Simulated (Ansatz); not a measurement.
System: H2CClF (P2_1).

```
H C Cl F
1.0
     5.02060    0.00000    0.00000
     0.00000    4.14770    0.00000
    -2.11432    0.00000    6.42885
H C Cl F
4 2 2 2
Direct
  0.28539 0.39143 0.15535
  0.71461 0.89143 0.84465
  0.57087 0.10793 0.27087
  0.42913 0.60793 0.72913
  0.34614 0.14076 0.19427
  0.65386 0.64076 0.80573
  0.16652 0.00252 0.36834
  0.83348 0.50252 0.63166
  0.26455 0.95786 0.01500
  0.73545 0.45786 0.98500
```

Geometry: measured cell, ions relaxed with PBE. The runs that relaxed it are not among those shown. PAW set soft_2, made with PBE.

Gaps computed with Ansatz 0.2.0 without a self-energy: LDA 5.76 eV, PBEsol 5.91 eV, PBE 5.99 eV and DDH-PBE0 10.53 eV.

Q: What gap should G0W0 on PBE give (4×4×2 mesh, 615 empty bands, screening to 160 eV, default PAW files)?

About 10.02 eV: on its mesh the run moves the gap from 6.00 eV by +4.03 eV. Among the scalar-relativistic levels given, DDH-PBE0 is nearest (+0.51 eV). Bands and cutoff are finite, so the gap is not at the basis limit. The miss can reach some tenths of an eV and take either sign; the mesh is an error of its own. The 4×4×2 mesh is coarse for this cell (its supercell is 14 Å along the shortest edge). The RPA ε∞ on it, from the PBE start, is 2.00, 2.02 and 2.34; such meshes misread the long-range screening, most where the gap is narrow.

[Paths, hosts, dates, memory and timing lines, banners, echoed tables and standing remarks are left out of the program output.]

[Logs are printed without paths, hosts, clocks, repeated set-up lines and the standing remarks that a program may print on its own settings, such as how far it seeks lower states.]

[Runs of the session that timed out or met a known fault of the program may be left out.]

[Cells called generated may have been cut or substituted from an entry of the Crystallography Open Database or the Materials Project.]

[Hosts, paths, dates, database ids (printed as entryN), source tags and the programs' standing remarks are cut or masked in the printed files.]
